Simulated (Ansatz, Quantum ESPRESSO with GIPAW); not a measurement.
# Solid-state NMR of KCSN by GIPAW, part 2 of 2

Wanted: NMR shieldings and quadrupolar couplings for each site of KCSN.

Quantum ESPRESSO with GIPAW; PBEsol.

So far. Step 2 (The SCF step): It converged in 16 cycles to an estimated accuracy of 3e-11 Ry, on 18 irreducible k-points.

## 3. Shieldings (continued)

Level of this step: DFT, PBEsol, plane-wave PAW (pslibrary 1.0.0 recipes), scalar-relativistic, GIPAW shieldings (Quantum ESPRESSO with GIPAW).

The f-sum rule is met to 0.0028 of 50.6 (0.006 %). Converged shieldings require that this miss be small, but a small miss does not prove them. This build smooths some augmentation functions of the files as it reads them, which, it says, moves results; by how much was not measured here.

From the symmetric part of each tensor, with principal values σ11 ≤ σ22 ≤ σ33: σ_iso is their mean, the span is σ33 − σ11 and the skew 3(σ_iso − σ22)/span. (gipaw.x prints an anisotropy in another convention.)

```csv
site,atom no.,atoms in cell,σ_iso (ppm),span (ppm),skew
K,1,2,1182.9,44.7,0.49
S,3,2,667.5,355.1,0.84
N,5,2,-4.7,456.8,0.96
C,7,2,23.9,362.0,0.98
```

The macroscopic shape term is switched off. For a spherical sample the valence susceptibility of this run would add about 8 ppm to every site, a rough estimate, since the susceptibility converges slowly and lacks part of the PAW terms. Differences within the crystal don't depend on it, but shieldings of different compounds can't be compared to better than a few ppm without it.

In this run the largest span is that of N (site symmetry m), with principal values -159.9, -151.1 and 296.9 ppm. On S the most shielded direction lies along its short bond to C: a field along the bond can't mix the bonding orbital with those across it, so the paramagnetic term is smallest there. On N the most shielded direction lies along its short bond to C: a field along the bond can't mix the bonding orbital with those across it, so the paramagnetic term is smallest there.

How the isotropic values are made up (ppm). The core part is that of the free atom's core; bare is the current of the smooth valence states; the last two are what the PAW spheres add to the diamagnetic and the paramagnetic current:

```csv
site,core,bare,"reconstruction, dia","reconstruction, para"
K,1192.4,119.9,-3.5,-125.9
S,978.8,42.3,-5.4,-348.2
N,235.2,-41.6,6.0,-204.3
C,200.0,-61.1,4.6,-119.6
```

## 4. Electric field gradients

14N, 39K and 33S have a quadrupole moment, which couples to the field gradient and broadens the lines. The gradient is a property of the ground-state density and needs no response; it is taken from a second code that counts the whole PAW charge. C_Q = eQV_zz/h, with Q = 0.02044 barn for 14N, 0.0603 barn for 39K, -0.0694 barn for 33S.

This step: DFT, PBEsol, plane-wave PAW, default files (PAW set soft_2), scalar-relativistic, field gradients (Ansatz 0.2.0), on the same atoms.

input.yaml

```yaml
crystal:
  lattice:
    - [-3.955236, 3.379479, 3.375387]
    - [3.955236, -3.379479, 3.375387]
    - [3.955236, 3.379479, -3.375387]
  atoms:
    - { symbol: K, position: [0.2242472969, 0.7242472969, 0.5] }
    - { symbol: K, position: [0.2242472969, 0.2242472969, 0.0] }
    - { symbol: S, position: [0.7333093008, 0.8445711302, 0.3887381707] }
    - { symbol: S, position: [0.4558329595, 0.3445711302, 0.6112618293] }
    - { symbol: "N", position: [0.8011227866, 0.172441004, 0.1286817827] }
    - { symbol: "N", position: [0.0437592213, 0.672441004, 0.8713182173] }
    - { symbol: C, position: [0.7681082588, 0.032941569, 0.2351666897] }
    - { symbol: C, position: [0.7977748793, 0.532941569, 0.7648333103] }
kpoints:
  mp_grid: { grid: [4, 4, 4] }
scf:
  occupations: { method: fixed }
hamiltonian:
  xc: pbesol
output:
  forces: false
  stress: false
  efg: { quadrupole_moments_barn: { K: 0.0603, S: -0.0694, "N": 0.02044 } }
```

Run with:

```
$ ansatz run input.yaml --threads 4 --pin off --max-ram 8192MiB --backend cpu --events-out ev --progress --plain --runs-dir out
```

Log:

```text
[... set-up, SCF cycles and energies left out ...]
--- PAW observables at the nuclei: V_zz in 10²¹ V/m², potentials from the cell's mean, atoms counted from 1 ---
  atom   1  K  V_zz =    +0.662529   η = 0.0420   by run symmetry: allowed   C_q = +0.9660 MHz
  atom   2  K  V_zz =    +0.662529   η = 0.0420   by run symmetry: allowed   C_q = +0.9660 MHz
  atom   3  S  V_zz =   +21.699512   η = 0.0084   by run symmetry: allowed   C_q = -36.4136 MHz
  atom   4  S  V_zz =   +21.699512   η = 0.0084   by run symmetry: allowed   C_q = -36.4136 MHz
  atom   5  N  V_zz =    -4.877948   η = 0.0173   by run symmetry: allowed   C_q = -2.4109 MHz
  atom   6  N  V_zz =    -4.877948   η = 0.0173   by run symmetry: allowed   C_q = -2.4109 MHz
  atom   7  C  V_zz =    -3.041337   η = 0.0112   by run symmetry: allowed
  atom   8  C  V_zz =    -3.041337   η = 0.0112   by run symmetry: allowed
[the lines on potentials at the nuclei are left out]
```

Run time: 0.72 s. Hardware: 4 threads of AMD EPYC 9R45, shared host; peak memory 0.51 GiB.

The same from gipaw.x, job efg (2.6 s), which warns that it leaves out the neighbours' augmentation charge. V_zz in 10²¹ V/m²:

```csv
site,Ansatz,gipaw.x,"η_Q, first","η_Q, second"
K,0.663,0.728,0.04,0.12
S,21.700,21.504,0.01,0.01
N,-4.878,-5.547,0.02,0.00
C,-3.041,-4.993,0.01,0.02
```

Among gradients over 0.05 the ratio is farthest from one on C, by 64 %; the first column is used below.

The coupling of 33S on S (spin 3/2, C_Q -36.41 MHz) is strong: ν_Q = 3C_Q/[2I(2I−1)] reaches 59 % of the Zeeman splitting at 9.4 T. Second-order theory fails there; such lines are recorded static at high field, or by NQR.

## 5. NMR parameters by site

A shielding is counted from the bare nucleus and a shift from a reference compound, with the opposite sign. Here the reference is a mean over several measured solids, with the slope held at one.

To turn shieldings into shifts, lines fitted to measured solids are used. 13C: δ = (162.2 − σ), zero at TMS, fitted to 6 measured values, from C, KHCO3, Li2CO3, MgCO3, Na2CO3 and SiC, with a scatter of 0.77 ppm r.m.s., on σ without the shape term. Kinds of site that fitted badly were split off after the misses were seen, so the scatter is that of the points kept.

Covalently bonded atoms count as neighbours within 1.18 times the sum of their radii. Otherwise a cation's neighbours lie within 1.2 times its shortest bond (1.3 for large cations, each anion's radius taken off where they differ), and an anion's are the cations that count it.

```csv
site,atom no.,atoms in cell,surroundings,bonds (Å),δ_iso (ppm),C_Q (MHz),η_Q
K,1,2,KN4S4,2.96 to 3.50,-,0.97,0.04
S,3,2,bound to C,1.641,-,-36.4,0.01
N,5,2,bound to C,1.185,-,-2.41,0.02
C,7,2,CNS,1.19 to 1.64,138.3,-,-
```

Simulated spectrum: 13C MAS at 5 kHz, 7.05 T (75.5 MHz), lines broadened by 1.2 ppm; rigid lattice, with dipolar and J couplings left out. Its lines over 1.5 % of the strongest:

```csv
δ (ppm),area
337.0,0.04
270.7,0.33
204.5,1.00
138.3,0.54
72.1,0.24
5.8,0.43
-60.4,0.14
-126.6,0.05
```

Spinning sidebands lie 66.2 ppm apart.

Simulated spectrum: 15N MAS at 20 kHz, 20 T (86.3 MHz), lines broadened by 1.7 ppm; the axis counts ppm from the isotropic position of N, as −Δσ; rigid lattice, with dipolar and J couplings left out. Its lines over 1.5 % of the strongest:

```csv
offset (ppm),area
231.6,0.15
0.0,1.00
-231.6,0.10
-463.3,0.03
```

Spinning sidebands lie 231.6 ppm apart.

## 6. Results

```json
{"13C shift": "138.3 ppm", "15N shielding without shape term": "-4.7 ppm", "14N size of C_Q": "2.41 MHz", "39K shielding without shape term": "1182.9 ppm", "39K size of C_Q": "0.97 MHz", "33S shielding without shape term": "667.5 ppm", "33S size of C_Q": "36.41 MHz"}
```

What this shows: 13C has one site (CNS), with isotropic shift 138.3 ppm. No sound run at another cutoff or mesh is at hand, so convergence rests on the f-sum rule and on experience with these files. This build of gipaw.x prints that it is not audited and that its numbers are no references by themselves. It also reports spline_ps as false although the input sets it; why was not traced.

[Banner, clock, file and message-heading lines were taken out of the pw.x and gipaw.x logs.]

[Logs are printed without paths, hosts, clocks, repeated set-up lines and the standing remarks that a program may print on its own settings, such as how far it seeks lower states.]

[Hosts, paths, dates, database ids (printed as entryN), source tags and the programs' standing remarks are cut or masked in the printed files.]

[Where no reference line passes its bar on scatter, no shift is given, so a measured shift of this compound may stand uncompared.]
